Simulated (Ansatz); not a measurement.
# K on W(110): change of the work function, part 3 of 4

How does one ordered layer of K (top site) change the work function of W(110), and what dipole does each adsorbate carry?

Ansatz 0.2.0; plane-wave DFT, RPBE, Ansatz PAW.

So far, work function, upper face (eV): step 2 (the clean slab) 4.73; step 3 (17 atoms, coverage 0.25 ML, cell 2x2) 1.70.

## 5. The slab at 0.25 ML, atoms frozen

This step: plane-wave DFT, RPBE, Ansatz PAW (Ansatz 0.2.0).

To see where the charge goes, the covered slab, the bare substrate and the adsorbate layer are each run at the same frozen positions and on the same grid.

Input file input.yaml:

```yaml
crystal:
  lattice:
    - [4.468914857, -3.16, 0.0]
    - [4.468914857, 3.16, 0.0]
    - [0.0, 0.0, 28.5663942426]
  atoms:
    - { symbol: W, position: [0.0, 0.0, 0.3150555133] }
    - { symbol: W, position: [0.25, 0.25, 0.3932753057] }
    - { symbol: W, position: [-0.0005951068, -0.0005951068, 0.473306547] }
    - { symbol: W, position: [0.25, 0.25, 0.5493070329] }
    - { symbol: W, position: [0.0, 0.5, 0.3150555133] }
    - { symbol: W, position: [0.25, 0.75, 0.3932753057] }
    - { symbol: W, position: [-0.0008633721, 0.5008633721, 0.4731477731] }
    - { symbol: W, position: [0.25, 0.75, 0.551665061] }
    - { symbol: W, position: [0.5, 0.0, 0.3150555133] }
    - { symbol: W, position: [0.75, 0.25, 0.3932753057] }
    - { symbol: W, position: [0.5008633721, -0.0008633721, 0.4731477731] }
    - { symbol: W, position: [0.75, 0.25, 0.551665061] }
    - { symbol: W, position: [0.5, 0.5, 0.3150555133] }
    - { symbol: W, position: [0.75, 0.75, 0.3932753057] }
    - { symbol: W, position: [0.5005951068, 0.5005951068, 0.473306547] }
    - { symbol: W, position: [0.75, 0.75, 0.5518090268] }
    - { symbol: K, position: [0.25, 0.25, 0.6628504283] }
kpoints:
  mp_grid: { grid: [6, 6, 1] }
hamiltonian:
  xc: rpbe
scf:
  occupations: { method: fermi_dirac, width: 0.1 }
  convergence: { dr2_threshold: 1.0e-08 }
efield:
  axis: 3
  dipole_correction: true
  ramp_position: 0.97
  ramp_width: 0.06
output:
  write_potential: true
  write_density: true
  volumetric_format: npy
```

The run is started by

```console
$ ansatz run input.yaml --threads 4 --pin off --max-ram 6144MiB --backend cpu --events-out ev --progress --plain --runs-dir out
```

Numbers of over 12 decimals in the logs are rounded to 6 here.

Log:

```text
[...]
Crystal: 17 atoms, lattice volume = 806.816 Å³
Basis set: ecut = 420 eV, 15739 PW (Γ)
Bands: 140, of which v1, the nominal top of the filled ones, is band 117 counted from 1 (116 counted from 0)
Symmetry: 4 space group operations
[...]
k-points: 13 of 36
[...]
SCF iter   1: F=—  HF=-167893.698293 eV  |F-HF|=—  |Δ(HF+E_count)|=         —  Δρ=1.05e-2  dr2=3.20e1  ethr=1.77e-3  p=0.683 e·Å  D=1.53e-1 V/Å  ΔV_dip=-4.38 eV  dr2_dipole=2.25e1  V_vac-E_F(+/−)=0.87/5.24 eV  ⟨swp⟩=10.0  Hψ=9285  notcnv=0
[...]
SCF iter  12: F=-167893.084236 eV  HF=-167893.084236 eV  |F-HF|=1.57e-9  |Δ(HF+E_count)|=   1.10e-8  Δρ=3.45e-7  dr2=4.60e-9  ethr=4.29e-12  p=0.478 e·Å  D=1.07e-1 V/Å  ΔV_dip=-3.07 eV  dr2_dipole=6.96e-10  V_vac-E_F(+/−)=1.70/4.77 eV  ⟨swp⟩=11.3  Hψ=5239  notcnv=0
SCF 1 converged in 12 iterations: F = -167893.084236 eV  dr2 = 4.60e-9
[...]
SCF converged after 12 iterations
Free energy (F): -167893.084236 eV
[...]
Internal energy: -167892.659458 eV  (E = F + TS)
E sigma→0 (E₀):  -167892.871847 eV
Entropy (-TS):   -0.424778 eV (-24.987 meV/atom)
Fermi energy:    5.429956 eV
Dipole field:    D = 0.107293 V/Å  (p = 0.478392 e·Å, saw-weighted, corrected)
Work function:   Φ+ = 1.7052 eV   Φ− = 4.7703 eV
[...]
--- Band table (eV; the first three rows and the last of 13) ---
  k-point 0: bands = [... 113 lower, 5.9420, 5.9500, 6.0368, 6.1037, 6.1151, 6.3051, 6.4649, 6.5713, ... 19 higher]
  k-point 1: bands = [... 113 lower, 5.4628, 5.5977, 5.6600, 5.7116, 5.8908, 6.4754, 6.5468, 6.6340, ... 19 higher]
  k-point 2: bands = [... 113 lower, 4.9353, 5.0100, 5.3659, 5.4167, 5.6513, 5.8862, 5.9795, 6.1240, ... 19 higher]
  k-point 12: bands = [... 113 lower, 4.6617, 4.6642, 4.7457, 4.9040, 4.9231, 5.0324, 5.0547, 5.4878, ... 19 higher]
```

Run time: 2.1 min. Hardware: 4 threads of Arm Neoverse N1, shared host; peak memory 3 GiB.

The column dr2 measures how far the density is from self-consistency, as an energy; F and HF (Harris–Foulkes) agree once it is small.

Numbers from this step:

```
energy at zero smearing        : -167892.8718 eV
work function, upper face      : 1.705 eV
work function, lower face      : 4.770 eV
dipole along the normal        : 0.4784 e·Å
step between the vacuum levels : -3.065 eV
```

The work function of the upper face is 1.71 eV.

## 6. The substrate of the 0.25 ML cell alone

System of this step: K/W(110), substrate alone, atoms held. The cell holds 16 atoms: 16 W. Cell: a = 5.473 Å, b = 5.473 Å, c = 28.566 Å, α = 90.0°, β = 90.0°, γ = 70.5°. Vacuum lies along c.

The second part, atoms unmoved.

input.yaml, as its differences from that of step 5:

```diff
@@ -22,3 +22,2 @@
     - { symbol: W, position: [0.75, 0.75, 0.5518090268] }
-    - { symbol: K, position: [0.25, 0.25, 0.6628504283] }
 kpoints:
```

Log:

```text
[...]
Crystal: 16 atoms, lattice volume = 806.816 Å³
Basis set: ecut = 420 eV, 15739 PW (Γ)
Bands: 135, of which v1, the nominal top of the filled ones, is band 112 counted from 1 (111 counted from 0)
Symmetry: 4 space group operations
[...]
k-points: 13 of 36
[...]
SCF iter   1: F=—  HF=-166350.498804 eV  |F-HF|=—  |Δ(HF+E_count)|=         —  Δρ=9.05e-3  dr2=8.15e0  ethr=1.77e-3  p=0.001 e·Å  D=3.12e-4 V/Å  ΔV_dip=-0.01 eV  dr2_dipole=2.49e-4  V_vac-E_F(+/−)=4.96/4.97 eV  ⟨swp⟩=9.6  Hψ=8985  notcnv=0
[...]
SCF iter  10: F=-166350.134275 eV  HF=-166350.134275 eV  |F-HF|=2.33e-10  |Δ(HF+E_count)|=   5.44e-9  Δρ=5.06e-7  dr2=5.15e-9  ethr=4.46e-12  p=0.002 e·Å  D=5.04e-4 V/Å  ΔV_dip=-0.01 eV  dr2_dipole=4.95e-13  V_vac-E_F(+/−)=4.75/4.76 eV  ⟨swp⟩=7.6  Hψ=5183  notcnv=0
SCF 1 converged in 10 iterations: F = -166350.134275 eV  dr2 = 5.15e-9
[...]
SCF converged after 10 iterations
Free energy (F): -166350.134275 eV
[...]
Internal energy: -166349.732439 eV  (E = F + TS)
E sigma→0 (E₀):  -166349.933357 eV
Entropy (-TS):   -0.401836 eV (-25.115 meV/atom)
Fermi energy:    3.949343 eV
Dipole field:    D = 0.000504 V/Å  (p = 0.002248 e·Å, saw-weighted, corrected)
Work function:   Φ+ = 4.7506 eV   Φ− = 4.7650 eV
[...]
--- Band table (eV; the first three rows and the last of 13) ---
  k-point 0: bands = [... 108 lower, 4.5660, 4.6433, 4.6454, 4.6474, 4.6515, 4.8147, 4.9948, 5.0875, ... 19 higher]
  k-point 1: bands = [... 108 lower, 3.9961, 4.0448, 4.1716, 4.2375, 4.4632, 5.0275, 5.1627, 5.1785, ... 19 higher]
  k-point 2: bands = [... 108 lower, 3.1594, 3.5328, 3.6600, 3.9657, 4.0748, 4.2151, 4.4538, 4.6714, ... 19 higher]
  k-point 12: bands = [... 108 lower, 3.1673, 3.1723, 3.1796, 3.2748, 3.4068, 3.4256, 3.5756, 3.5902, ... 19 higher]
```

Wall time 1.8 min (4 threads); peak memory 2.9 GiB; 7.1 min of CPU time.

Numbers from this step:

- energy at zero smearing: -166349.9334 eV
- work function, upper face: 4.751 eV
- dipole along the normal: 0.002248 e·Å

The work function of the upper face is 4.75 eV.

## 7. The adsorbate layer of the 0.25 ML cell alone

System of this step: K/W(110), adsorbate layer alone, atoms held. The cell holds 1 atom: 1 K. Cell: a = 5.473 Å, b = 5.473 Å, c = 28.566 Å, α = 90.0°, β = 90.0°, γ = 70.5°. Vacuum lies along c.

The third part; a free layer of atoms may carry a moment, so spin is on.

input.yaml, the sections that differ from step 6:

```yaml
crystal:
  lattice:
    - [4.468914857, -3.16, 0.0]
    - [4.468914857, 3.16, 0.0]
    - [0.0, 0.0, 28.5663942426]
  atoms:
    - { symbol: K, position: [0.25, 0.25, 0.6628504283], spin: 1.0 }
magnetization:
  spin_polarized: true
# kpoints, hamiltonian, scf, efield, output: as in step 6
```

Log:

```text
[...]
Crystal: 1 atoms, lattice volume = 806.816 Å³
Basis set: ecut = 420 eV, 15739 PW (Γ)
Bands: 9, of which v1, the nominal top of the filled ones, is band 5 counted from 1 (4 counted from 0)
Symmetry: 4 space group operations
k-points: 13 of 36
[...]
Starting moments: Σ|m| = 1 μB on 1 of 1 site
[...]
SCF iter   1: F=—  HF=-1541.533936 eV  |F-HF|=—  |Δ(HF+E_count)|=         —  Δρ=7.81e-3 (↑7.81e-3 ↓7.13e-3)  dr2=3.22e-2  dr2_m=4.11e-1  M=0.066 μB ∫|m|=0.088 μB  β_m=0.30  ethr=3.54e-4  p=0.000 e·Å  D=4.60e-10 V/Å  ΔV_dip=-0.00 eV  dr2_dipole=8.10e-11  V_vac-E_F(+/−)=2.44/2.44 eV  ⟨swp⟩=1.2  Hψ=2699  notcnv=0
[...]
spin=Collinear: LDOS preconditioning applied to the charge; magnetization (m = ρ↑ − ρ↓) channel mixes plain (no charge-response kernel on spin).
SCF iter   2: F=—  HF=-1541.644939 eV  |F-HF|=—  |Δ(HF+E_count)|=   1.11e-1  Δρ=5.50e-3 (↑5.50e-3 ↓5.14e-3)  dr2=2.06e-2  dr2_m=2.08e-1  M=0.050 μB ∫|m|=0.067 μB  β_m=0.30  ethr=3.54e-4  p=0.000 e·Å  D=2.76e-7 V/Å  ΔV_dip=-0.00 eV  dr2_dipole=2.74e-10  V_vac-E_F(+/−)=2.45/2.45 eV  ⟨swp⟩=2.3  Hψ=329  notcnv=0  κ⁻¹=1.0e0(r=1)
[...]
SCF iter   8: F=—  HF=-1541.760729 eV  |F-HF|=—  |Δ(HF+E_count)|=   1.72e-3  Δρ=6.96e-4 (↑6.94e-4 ↓6.96e-4)  dr2=1.48e-7  dr2_m=3.57e-3  M=0.011 μB ∫|m|=0.014 μB  β_m=0.34  ethr=7.20e-8  p=0.000 e·Å  D=1.25e-6 V/Å  ΔV_dip=-0.00 eV  dr2_dipole=1.38e-12  V_vac-E_F(+/−)=2.39/2.39 eV  ⟨swp⟩=2.0  Hψ=365  notcnv=0
[...]
spin-set hold released at iteration 8 (site moments contracting): the magnetisation degrees of freedom join the quasi-Newton model from the next iteration; the mixer history was flushed
SCF iter   9: F=—  HF=-1541.761688 eV  |F-HF|=—  |Δ(HF+E_count)|=   9.59e-4  Δρ=4.73e-4 (↑4.72e-4 ↓4.73e-4)  dr2=8.63e-8  dr2_m=1.65e-3  M=0.009 μB ∫|m|=0.011 μB  β_m=0.63  ethr=1.65e-9  p=0.000 e·Å  D=1.17e-6 V/Å  ΔV_dip=-0.00 eV  dr2_dipole=9.56e-14  V_vac-E_F(+/−)=2.39/2.39 eV  ⟨swp⟩=3.0  Hψ=461  notcnv=0
density mixer auto → msr1: a metal under ldos (density of states about μ 0.82 of a free-electron gas's, 22 screened modes)
SCF iter  10: F=—  HF=-1541.762523 eV  |F-HF|=—  |Δ(HF+E_count)|=   8.35e-4  Δρ=1.05e-5 (↑1.05e-5 ↓1.04e-5)  dr2=7.04e-9  dr2_m=8.04e-7  M=0.002 μB ∫|m|=0.003 μB  β_m=0.82  ethr=1.11e-10  p=0.000 e·Å  D=7.78e-7 V/Å  ΔV_dip=-0.00 eV  dr2_dipole=5.83e-13  V_vac-E_F(+/−)=2.39/2.39 eV  ⟨swp⟩=6.7  Hψ=1644  notcnv=0
[...]
SCF iter  14: F=-1541.762531 eV  HF=-1541.762531 eV  |F-HF|=8.71e-11  |Δ(HF+E_count)|=   6.04e-9  Δρ=3.53e-8 (↑2.88e-8 ↓3.53e-8)  dr2=1.85e-11  dr2_m=2.14e-12  M=0.000 μB ∫|m|=0.000 μB  ethr=1.00e-12  p=0.000 e·Å  D=5.53e-7 V/Å  ΔV_dip=-0.00 eV  dr2_dipole=3.22e-14  V_vac-E_F(+/−)=2.39/2.39 eV  ⟨swp⟩=3.5  Hψ=652  notcnv=0
SCF 1 converged in 14 iterations: F = -1541.762531 eV  dr2 = 1.85e-11
[...]
WARN: the starting moments were not kept: the SCF closed with an absolute magnetisation of 8.1e-6 μB, where they sum to 1 μB in size (1 site). That is at most 0.1 of that sum. Measured as dr2_m measures the in/out step, that magnetisation stands 1.9e-12 eV from none, at or under the dr2_threshold of 1.0e-8 eV: it is no larger than a step whose dr2_m would equal this threshold. The system may hold no moment; this SCF  [...]
[...]
SCF converged after 14 iterations
Magnetization: 0.0000 μB (4.5000 up, 4.5000 down)
Absolute magnetization: 0.0000 μB (∫|ρ↑−ρ↓|, with the PAW one-centre terms)
[...]
Per-site moments (μB) at R_I (Å): [(6.590758288509271e-7, 2.257728)]
Free energy (F): -1541.762531 eV
[...]
Internal energy: -1541.728766 eV  (E = F + TS)
E sigma→0 (E₀):  -1541.745648 eV
Entropy (-TS):   -0.033765 eV (-33.765 meV/atom)
Fermi energy:    -1.953528 eV
Dipole field:    D = 0.000001 V/Å  (p = 0.000003 e·Å, saw-weighted, corrected)
Work function:   Φ+ = 2.3944 eV   Φ− = 2.3944 eV
[...]
--- Band table (eV; the first three rows and the last of 26) ---
[...]
```

It took 18 s on 4 threads; peak memory 0.95 GiB; 70 s of CPU time.

Numbers from this step:

```yaml
energy_at_zero_smearing: -1541.7456 eV
work_function_upper_face: 2.394 eV
dipole_along_the_normal: 3.00e-6 e·Å
```

At this spacing and smearing the free layer keeps no moment.

## 8. Density difference at 0.25 ML

This step: plane-wave DFT, RPBE, Ansatz PAW; density difference on adsorption (Ansatz 0.2.0).

The densities of the parts are taken from that of the whole and averaged over planes; the first moment of what is left gives the step in the potential.

This step gave:

| Item | Value |
| --- | --- |
| largest charge moved | 0.009002 e/Å² |
| potential step from the moved charge | -3.052 eV |

The electron density difference oscillates, so the rows of the table below give means over windows of 1 Å about each position, cut where the curve ends. Its maxima inside the range that stand out by 2 % of the span (Å: e/Å³): 10.0: 1.2e-4, 12.9: 4.7e-4, 14.7: 3.9e-5, 15.8: 6.0e-4, 17.1: 0.0106. Its minima: 8.9: -2.3e-4, 11.3: -3.9e-4, 13.5: -5.1e-4, 15.3: -0.00156, 16.2: -0.00473, 18.6: -0.00436.

Planar mean, whole system less its parts. Table of electron density difference by z; means over each step:

z (Å), electron density difference (e/Å³) and a bar from the least value:
```
        4     0.0000 #########
        5     0.0000 #########
        6     0.0000 #########
        7     0.0000 #########
        8     0.0000 #########
        9    -0.0001 #########
       10     0.0001 ##########
       11    -0.0001 #########
       12     0.0000 #########
       13     0.0001 ##########
       14    -0.0001 #########
       15    -0.0005 ########
       16    -0.0017 #####
       17     0.0083 ##############################
       18     0.0019 ##############
       19    -0.0038 
       20    -0.0028 ##
       21    -0.0015 ######
       22    -0.0001 #########
       23     0.0001 ##########
       24     0.0001 ##########
       25     0.0000 #########
       26     0.0000 #########
       27     0.0000 #########
       28     0.0000 #########
```

Planar mean, whole system less its parts. Table of electrons moved below z by z:

| z (Å) | electrons moved below z (e/Å²) |
| --- | --- |
| 5 | 8.4e-7 |
| 6 | 2.9e-6 |
| 7 | 5.2e-6 |
| 8 | -6.8e-6 |
| 9 | -2.8e-5 |
| 10 | -9.4e-6 |
| 11 | 1.8e-5 |
| 12 | -8.7e-5 |
| 13 | 9.9e-5 |
| 14 | -5.2e-5 |
| 15 | -8.8e-5 |
| 16 | -0.00103 |
| 17 | 0.00171 |
| 18 | 0.00900 |
| 19 | 0.00560 |
| 20 | 0.00259 |
| 21 | 3.1e-4 |
| 22 | -2.1e-4 |
| 23 | -1.5e-4 |
| 24 | -6.6e-5 |
| 25 | -2.3e-5 |
| 26 | -6.9e-6 |
| 27 | -1.9e-6 |
| 28 | -6.9e-7 |

(Continued in part 4 of 4.)

[Logs are printed without paths, hosts, clocks, repeated set-up lines and the standing remarks that a program may print on its own settings, such as how far it seeks lower states.]

[Hosts, paths, dates, database ids (printed as entryN), source tags and the programs' standing remarks are cut or masked in the printed files.]

[Maps of the electrostatic potential energy from Ansatz leave out the sawtooth potential of an applied field or a dipole correction, so their vacuum need not be flat; planar profiles and work functions include it.]
